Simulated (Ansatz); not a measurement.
# NaF (Villiaumite, Fm-3m): thermal expansion from first principles, part 2 of 5

Wanted: α(T), C_P(T) and B(T) of NaF (Villiaumite) in the quasi-harmonic approximation.

What experiment has found for this phase:
- volume expansion coefficient 95.1 1e-6/K and heat capacity C_P per formula unit 46.9 J/mol/K near room temperature (given in “High-Throughput Prediction of Finite-Temperature Properties using the Quasi-Harmonic Approximation”, 2016, arXiv:1603.06924)
- volume expansion coefficient 102.6 1e-6/K near room temperature (given in “Descriptors for thermal expansion in solids”, 2017, arXiv:1701.03966)

Ansatz 0.2.0; DFT LDA, scalar-relativistic, plane waves, PAW (the session's first sound run).

So far. Step 2 (Probe on a coarse mesh): The start is under -4.5 GPa at this level and looks like an insulator or semiconductor on this mesh.

## 4. A second relaxation

The relaxation is run once more from where the first one ended, as the script does after a large change of volume or of the gap, with mesh and occupations reviewed.

The input, input.yaml:

```yaml
crystal:
  lattice:
    - [0.0, 2.2518000979, 2.2518000979]
    - [2.2518000979, 0.0, 2.2518000979]
    - [2.2518000979, 2.2518000979, 0.0]
  atoms:
    - { symbol: Na, position: [0.0, 0.0, 0.0] }
    - { symbol: F, position: [0.5, 0.5, 0.5] }
kpoints:
  mp_grid: { grid: [10, 10, 10] }
hamiltonian:
  xc: lda
scf:
  occupations: { method: gaussian, width: 0.02 }
  lower_state_search: "off"
output:
  forces: true
  stress: true
  eigenvalues: true
  write_density: true
  write_potential: true
  elf: true
  volumetric_format: npy
relax:
  adjacent_minimum: "off"
  f_tol: 0.005
  max_steps: 80
  cell: { stress_tol: 0.05 }
```

Started as:

```console
$ ansatz run input.yaml --threads 4 --pin off --max-ram 16384MiB --backend cpu --events-out ev --progress --plain --runs-dir out
```

Numbers of over 12 decimals in the logs are rounded to 6 here.

The log of the run:

```text
[...]
Crystal: 2 atoms, lattice volume = 22.836 Å³
Basis set: ecut = 420 eV, 459 PW (Γ)
Bands: 12, of which v1, the nominal top of the filled ones, is band 8 counted from 1 (7 counted from 0)
Symmetry: 48 space group operations
[...]
k-points: 47 of 1000
[...]
SCF iter   1: F=—  HF=-2263.116370 eV  |F-HF|=—  |Δ(HF+E_count)|=         —  Δρ=2.02e-2  dr2=6.40e-2  ethr=1.77e-3  ⟨swp⟩=5.9  Hψ=3133  notcnv=0
[...]
SCF iter   6: F=-2263.092207 eV  HF=-2263.092207 eV  |F-HF|=2.25e-9  |Δ(HF+E_count)|=   4.92e-8  Δρ=4.52e-6  dr2=2.51e-9  ethr=6.25e-10  ⟨swp⟩=8.7  Hψ=3478  notcnv=0
SCF 1 converged in 6 iterations: F = -2263.092207 eV  dr2 = 2.51e-9
[...]
relax step   1: F+E_penalty+E_count = -2263.09220717 eV  Δ(F+E_penalty+E_count) = +0.000e0 eV  max|allowed force component| = 9.032e-29 eV/Å  Δτ_max = 0.0000 Å  P = -0.045 GPa  Ω = 22.836 Å³  (6 SCF iters, dr2 threshold 1.00e-7 eV, accepted)
[...]
SCF iter   1: F=—  HF=-2263.092208 eV  |F-HF|=—  |Δ(HF+E_count)|=         —  Δρ=4.15e-6  dr2=2.59e-9  ethr=6.01e-7  ⟨swp⟩=2.5  Hψ=4536  notcnv=0
eigensolver tolerance schedule: the retry pair's looser diagonalisation over-reported the residual by 37150.61 of it (diagonalisation noise at an unbounded share of the residual, at the tolerance the schedule requests for it); recorded, not acted on — ethr = c·dr2/N_el stays at c = 1.0e-1
[...]
SCF iter   2: F=—  HF=-2263.092207 eV  |F-HF|=—  |Δ(HF+E_count)|=   3.72e-7  Δρ=2.64e-6  dr2=8.35e-10  ethr=1.62e-11  ⟨swp⟩=3.0  Hψ=1060  notcnv=0
[...]
SCF iter   4: F=-2263.092207 eV  HF=-2263.092207 eV  |F-HF|=9.09e-12  |Δ(HF+E_count)|=  3.82e-11  Δρ=3.29e-7  dr2=8.14e-12  ethr=1.00e-12  ⟨swp⟩=5.0  Hψ=2037  notcnv=0
SCF 2 converged in 4 iterations: F = -2263.092207 eV  dr2 = 8.14e-12
relax step   2: F+E_penalty+E_count = -2263.09220717 eV  Δ(F+E_penalty+E_count) = -1.643e-9 eV  max|allowed force component| = 9.913e-29 eV/Å  Δτ_max = 0.0000 Å  P = -0.044 GPa  Ω = 22.836 Å³  stress off target by 4.42e-2 GPa  SCF on the basis re-selected at this cell (its energy is not comparable with the rows above)  (4 SCF iters)
basis re-selected at this cell: Δ(F+E_penalty+E_count) = -1.643e-9 eV, ΔP = +0.000 GPa vs the last step (what re-selecting the basis moved, of the pressure what is left beyond the Pulay correction that the steps carried, after the strain that the cell walked since its last selection, with what the two solves' SCF thresholds leave and, on support functions, any second-order correction that the steps lacked; it is no m [...]
SCF converged after 4 iterations
Free energy (F): -2263.092207 eV
[...]
Internal energy: -2263.092207 eV  (E = F + TS)
E sigma→0 (E₀):  -2263.092207 eV
Fermi energy:    4.473657 eV
[...]
--- Stress (GPa, compression-positive) ---
       -0.044183       0.000000       0.000000
        0.000000      -0.044183       0.000000
       -0.000000       0.000000      -0.044183
  P = ⅓ Tr σ = -0.0442 GPa (-0.442 kbar)
--- Band table (eV; the first three rows and the last of 47) ---
  k-point 0: bands = [... 4 lower, -17.2983, 1.2460, 1.2460, 1.2460, 7.7013, 20.3966, 20.3966, 20.3966]
  k-point 1: bands = [... 4 lower, -17.1197, 1.0159, 1.2160, 1.2160, 8.0858, 19.0737, 20.5768, 20.5768]
  k-point 2: bands = [... 4 lower, -16.8444, 0.4870, 1.1362, 1.1362, 9.0595, 17.2971, 21.0416, 21.0416]
  k-point 46: bands = [... 4 lower, -16.7891, 0.0884, 0.3953, 0.5925, 14.5662, 14.6620, 16.7607, 19.1727]
--- Relaxed structure (1 steps of the walk, 1 accepted, 1 SCFs on fresh bases) ---
[...]
cell:  # Å, volume = 22.8360 Å³
    - [0.0, 2.2518000979, 2.2518000979]
    - [2.2518000979, 0.0, 2.2518000979]
    - [2.2518000979, 2.2518000979, 0.0]
  atoms:
    - { symbol: Na, position: [0.0, 0.0, 0.0] }
    - { symbol: F, position: [0.500000, 0.500000, 0.500000] }
```

It took 0.66 s on 4 threads of Arm Neoverse V2, shared host; peak memory 0.27 GiB.

Little changed from the start: no atom moved by 0.005 Å and no cell edge by 0.1 %.

This step gave:

```
pressure : -0.04418 GPa
```

ELF in the ac plane of the conventional cell at fractional y = 0.000, with atoms of Na and F within 0.2 Å of it. It is the smooth field of the valence electrons, not physical close to the nuclei.

Values, 14 rows by 14 columns, each cell a mean:
```
0.41 0.58 0.32 0.08 0.53 0.79 0.70 0.66 0.79 0.73 0.25 0.11 0.52 0.48
0.55 0.46 0.13 0.06 0.42 0.72 0.79 0.80 0.78 0.61 0.19 0.05 0.31 0.52
0.13 0.07 0.02 0.03 0.19 0.42 0.53 0.55 0.49 0.30 0.07 0.02 0.05 0.11
0.26 0.23 0.14 0.04 0.03 0.06 0.08 0.07 0.07 0.04 0.02 0.07 0.19 0.25
0.74 0.69 0.49 0.14 0.02 0.13 0.32 0.36 0.25 0.07 0.04 0.30 0.61 0.73
0.75 0.79 0.69 0.23 0.07 0.46 0.58 0.53 0.55 0.25 0.07 0.49 0.78 0.79
0.53 0.75 0.74 0.26 0.13 0.55 0.41 0.28 0.53 0.36 0.07 0.55 0.80 0.66
0.66 0.79 0.73 0.25 0.11 0.52 0.48 0.41 0.58 0.32 0.08 0.53 0.79 0.70
0.80 0.78 0.61 0.19 0.05 0.31 0.52 0.55 0.46 0.13 0.06 0.42 0.72 0.79
0.55 0.49 0.30 0.07 0.02 0.05 0.11 0.13 0.07 0.02 0.03 0.19 0.42 0.53
0.07 0.07 0.04 0.02 0.07 0.19 0.25 0.26 0.23 0.14 0.04 0.03 0.06 0.08
0.36 0.25 0.07 0.04 0.30 0.61 0.73 0.74 0.69 0.49 0.14 0.02 0.13 0.32
0.53 0.55 0.25 0.07 0.49 0.78 0.79 0.75 0.79 0.69 0.23 0.07 0.46 0.58
0.28 0.53 0.36 0.07 0.55 0.80 0.66 0.53 0.75 0.74 0.26 0.13 0.55 0.41
```
Columns run along a (4.5 Å), rows up along c (4.5 Å), edges of the conventional cell, whose origin can differ from the input's. Atoms in or near the plane, at fractional coordinates: Na at (0.00, 0.00), Na at (0.50, 0.50), F at (0.50, 0.00), F at (0.00, 0.50).

Electrostatic potential energy in the ac plane of the conventional cell at fractional y = 0.000, with atoms of Na and F within 0.2 Å of it. With pseudopotentials it is smooth inside the atoms' cores, unlike the true potential.

Values in eV, 14 rows by 14 columns, each cell a mean:
```
-61 -38  -4   5   7 -14 -36 -39 -28   2   7   2 -18 -54
-23 -10   2   7   8   4 -14 -19  -5   8   8   5  -2 -18
  2   4   6   7   8   8   7   7   8   8   8   7   5   2
  7   7   8   8   7   7   5   5   6   7   8   8   8   7
 -1   5   8   8   6   2  -4  -6  -1   4   7   8   8   2
-33 -19   5   7   4 -10 -38 -47 -23  -1   6   8  -5 -28
-41 -33  -1   7   2 -23 -61 -62 -47  -6   5   7 -19 -39
-39 -28   2   7   2 -18 -54 -61 -38  -4   5   7 -14 -36
-19  -5   8   8   5  -2 -18 -23 -10   2   7   8   4 -14
  7   8   8   8   7   5   2   2   4   6   7   8   8   7
  5   6   7   8   8   8   7   7   7   8   8   7   7   5
 -6  -1   4   7   8   8   2  -1   5   8   8   6   2  -4
-47 -23  -1   6   8  -5 -28 -33 -19   5   7   4 -10 -38
-62 -47  -6   5   7 -19 -39 -41 -33  -1   7   2 -23 -61
```
Columns run along a (4.5 Å; values clipped at the 3rd and 97th percentile), rows up along c (4.5 Å), edges of the conventional cell, whose origin can differ from the input's. Atoms in or near the plane, at fractional coordinates: Na at (0.00, 0.00), Na at (0.50, 0.50), F at (0.50, 0.00), F at (0.00, 0.50).

Valence density in the ac plane of the conventional cell at fractional y = 0.000, with atoms of Na and F within 0.2 Å of it. It is the smooth field of the valence electrons, not physical close to the nuclei.

Values in e/Å³, 14 rows by 14 columns, each cell a mean:
```
14  6  1  0  0  2  7 10  4  1  0  0  2 11
 3  1  0  0  0  1  2  3  1  0  0  0  0  2
 0  0  0  0  0  0  0  0  0  0  0  0  0  0
 0  0  0  0  0  0  0  0  0  0  0  0  0  0
 1  1  0  0  0  0  1  1  0  0  0  0  0  1
 6  3  1  0  0  1  6  8  3  0  0  0  1  4
12  6  1  0  0  3 14 18  8  1  0  0  3 10
10  4  1  0  0  2 11 14  6  1  0  0  2  7
 3  1  0  0  0  0  2  3  1  0  0  0  1  2
 0  0  0  0  0  0  0  0  0  0  0  0  0  0
 0  0  0  0  0  0  0  0  0  0  0  0  0  0
 1  0  0  0  0  0  1  1  1  0  0  0  0  1
 8  3  0  0  0  1  4  6  3  1  0  0  1  6
18  8  1  0  0  3 10 12  6  1  0  0  3 14
```
Columns run along a (4.5 Å), rows up along c (4.5 Å), edges of the conventional cell, whose origin can differ from the input's. Atoms in or near the plane, at fractional coordinates: Na at (0.00, 0.00), Na at (0.50, 0.50), F at (0.50, 0.00), F at (0.00, 0.50).

## 5. Relaxing to small residual forces and stress

The thresholds are tightened for a last relaxation ahead of the phonons, and where mesh or smearing change with them the cell follows.

input.yaml, the sections that differ from step 4:

```yaml
kpoints:
  mp_grid: { grid: [12, 12, 12] }
scf:
  occupations: { method: fixed }
  lower_state_search: "off"
relax:
  adjacent_minimum: "off"
  f_tol: 0.001
  max_steps: 60
  cell: { stress_tol: 0.01 }
# crystal, hamiltonian, output: as in step 4
```

The log of the run:

```text
[...]
Crystal: 2 atoms, lattice volume = 22.836 Å³
Basis set: ecut = 420 eV, 459 PW (Γ)
Bands: 12, of which v1, the nominal top of the filled ones, is band 8 counted from 1 (7 counted from 0)
Symmetry: 48 space group operations
[...]
k-points: 72 of 1728
[...]
SCF iter   1: F=—  HF=-2263.116425 eV  |F-HF|=—  |Δ(HF+E_count)|=         —  Δρ=2.02e-2  dr2=6.39e-2  ethr=1.77e-3  ⟨swp⟩=4.5  Hψ=4187  notcnv=0  defer=137
[...]
SCF iter   6: F=-2263.092296 eV  HF=-2263.092296 eV  |F-HF|=2.34e-9  |Δ(HF+E_count)|=   4.99e-8  Δρ=4.58e-6  dr2=2.59e-9  ethr=6.25e-10  ⟨swp⟩=8.9  Hψ=5541  notcnv=0
SCF 1 converged in 6 iterations: F = -2263.092296 eV  dr2 = 2.59e-9
[...]
relax step   1: F+E_penalty+E_count = -2263.09229646 eV  Δ(F+E_penalty+E_count) = +0.000e0 eV  max|allowed force component| = 1.242e-28 eV/Å  Δτ_max = 0.0000 Å  P = -0.044 GPa  Ω = 22.836 Å³  (6 SCF iters, dr2 threshold 1.00e-7 eV, accepted)
Crystal: 2 atoms, lattice volume = 22.831 Å³
[...]
SCF iter   3: F=-2263.092322 eV  HF=-2263.092322 eV  |F-HF|=1.77e-9  |Δ(HF+E_count)|=   3.18e-9  Δρ=3.84e-6  dr2=2.58e-9  ethr=3.02e-11  ⟨swp⟩=6.4  Hψ=4189  notcnv=0
SCF 2 converged in 3 iterations: F = -2263.092322 eV  dr2 = 2.58e-9
relax step   2: F+E_penalty+E_count = -2263.09232196 eV  Δ(F+E_penalty+E_count) = -2.550e-5 eV  max|allowed force component| = 9.335e-30 eV/Å  Δτ_max = 0.0000 Å  P = -0.027 GPa  Ω = 22.831 Å³  energy of the carried Pulay correction = +2.432e-5 eV  (3 SCF iters, dr2 threshold 4.83e-9 eV, accepted)
Crystal: 2 atoms, lattice volume = 22.822 Å³
[...]
SCF iter   4: F=-2263.092362 eV  HF=-2263.092362 eV  |F-HF|=7.50e-10  |Δ(HF+E_count)|=   2.61e-9  Δρ=3.17e-6  dr2=1.40e-9  ethr=1.16e-11  ⟨swp⟩=7.0  Hψ=4866  notcnv=0
SCF 3 converged in 4 iterations: F = -2263.092362 eV  dr2 = 1.40e-9
relax step   3: F+E_penalty+E_count = -2263.09236231 eV  Δ(F+E_penalty+E_count) = -4.035e-5 eV  max|allowed force component| = 7.428e-30 eV/Å  Δτ_max = 0.0000 Å  P = -0.001 GPa  Ω = 22.822 Å³  energy of the carried Pulay correction = +6.390e-5 eV  (4 SCF iters, dr2 threshold 1.85e-9 eV, accepted)
[...]
SCF iter   6: F=-2263.092324 eV  HF=-2263.092324 eV  |F-HF|=4.55e-13  |Δ(HF+E_count)|=  1.36e-12  Δρ=2.66e-8  dr2=1.26e-13  ethr=1.00e-12  ⟨swp⟩=5.2  Hψ=4504  notcnv=0
SCF 4 converged in 6 iterations: F = -2263.092324 eV  dr2 = 1.26e-13
relax step   4: F+E_penalty+E_count = -2263.09232428 eV  Δ(F+E_penalty+E_count) = +3.803e-5 eV  max|allowed force component| = 1.802e-29 eV/Å  Δτ_max = 0.0000 Å  P = -0.006 GPa  Ω = 22.822 Å³  stress off target by 6.28e-3 GPa  SCF on the basis re-selected at this cell (its energy is not comparable with the rows above)  (6 SCF iters)
[...]
SCF converged after 6 iterations
Free energy (F): -2263.092324 eV
[...]
Internal energy: -2263.092324 eV  (E = F + TS)
E sigma→0 (E₀):  -2263.092324 eV
Fermi energy:    1.251058 eV
[...]
--- Stress (GPa, compression-positive) ---
       -0.006285      -0.000000      -0.000000
       -0.000000      -0.006285      -0.000000
       -0.000000      -0.000000      -0.006285
  P = ⅓ Tr σ = -0.0063 GPa (-0.063 kbar)
--- Band table (eV; the first three rows and the last of 72) ---
  k-point 0: bands = [... 4 lower, -17.2917, 1.2511, 1.2511, 1.2511, 7.7099, 20.4059, 20.4059, 20.4059]
  k-point 1: bands = [... 4 lower, -17.1570, 1.0880, 1.2302, 1.2302, 7.9811, 19.3896, 20.5324, 20.5324]
  k-point 2: bands = [... 4 lower, -16.9291, 0.6827, 1.1715, 1.1715, 8.6988, 17.8693, 20.8761, 20.8761]
  k-point 71: bands = [... 4 lower, -16.7518, 0.2422, 0.2422, 0.5776, 14.6295, 14.6295, 17.0701, 18.8062]
--- Relaxed structure (3 steps of the walk, 3 accepted, 1 SCFs on fresh bases) ---
[...]
cell:  # Å, volume = 22.8221 Å³
    - [0, 2.251343, 2.251343]
    - [2.251343, 0, 2.251343]
    - [2.251343, 2.251343, 0]
  atoms:
    - { symbol: Na, position: [0, 0, 0] }
    - { symbol: F, position: [0.5, 0.5, 0.5] }
```

It took 1.4 s on 4 threads; peak memory 0.28 GiB; 4.7 s of CPU time.

Little changed from the start: no atom moved by 0.005 Å and no cell edge by 0.1 %.

This step gave:

- pressure: -0.006285 GPa
- gap on the k-mesh: 6.459 eV
- volume per atom: 11.41 Å³/atom

ELF in the ac plane of the conventional cell at fractional y = 0.000, with atoms of Na and F within 0.2 Å of it. It is the smooth field of the valence electrons, not physical close to the nuclei.

Ten even steps from '_' (0.02) to '@' (0.80), each cell a mean:
```
++##--__**@@%%%%@@@@::..**++
**++..__++@@@@@@@@##::__--**
..______::++******--______..
--::..__________________::::
@@%%**..__..--==::____--##@@
@@@@%%::__++##****::__**@@@@
**@@@@--..**++--**==__**@@%%
%%@@@@::..**++++##--__**@@%%
@@@@##::__--****++..__++@@@@
****--______....______::++**
__________::::--::..________
==::____--##@@@@%%**..__..--
****::__**@@@@@@@@%%::__++##
--**==__**@@%%**@@@@--..**++
```
Columns run along a (4.5 Å), rows up along c (4.5 Å), edges of the conventional cell, whose origin can differ from the input's. Atoms in or near the plane, at fractional coordinates: Na at (0.00, 0.00), Na at (0.50, 0.50), F at (0.50, 0.00), F at (0.00, 0.50).

Electrostatic potential energy in the ac plane of the conventional cell at fractional y = 0.000, with atoms of Na and F within 0.2 Å of it. With pseudopotentials it is smooth inside the atoms' cores, unlike the true potential.

Ten even steps from '0' (-62 eV) to '9' (8 eV), each cell a mean:
```
03899633499961
57999966899986
99999999999999
99999999999999
89999987899999
46999732589984
24899500279963
34999610389963
68999865799996
99999999999999
99999999999999
78999998999998
25899844699973
02799632489950
```
Columns run along a (4.5 Å; values clipped at the 3rd and 97th percentile), rows up along c (4.5 Å), edges of the conventional cell, whose origin can differ from the input's. Atoms in or near the plane, at fractional coordinates: Na at (0.00, 0.00), Na at (0.50, 0.50), F at (0.50, 0.00), F at (0.00, 0.50).

Valence density in the ac plane of the conventional cell at fractional y = 0.000, with atoms of Na and F within 0.2 Å of it. It is the smooth field of the valence electrons, not physical close to the nuclei.

Ten even steps from '0' (0 e/Å³) to '9' (18 e/Å³), each cell a mean:
```
73000135200015
10000011000001
00000000000000
00000000000000
00000000000000
31000034100002
63000179400015
52000157300013
10000011000001
00000000000000
00000000000000
00000000000000
41000023100003
94000156300017
```
Columns run along a (4.5 Å), rows up along c (4.5 Å), edges of the conventional cell, whose origin can differ from the input's. Atoms in or near the plane, at fractional coordinates: Na at (0.00, 0.00), Na at (0.50, 0.50), F at (0.50, 0.00), F at (0.00, 0.50).

The residual pressure is -0.0063 GPa, small enough for phonons.

[end of part 2 of 5]

[Logs are printed without paths, hosts, clocks, repeated set-up lines and the standing remarks that a program may print on its own settings, such as how far it seeks lower states.]

[Hosts, paths, dates, database ids (printed as entryN), source tags and the programs' standing remarks are cut or masked in the printed files.]

[A step with changed settings may run another functional than the one named; its input shows which.]
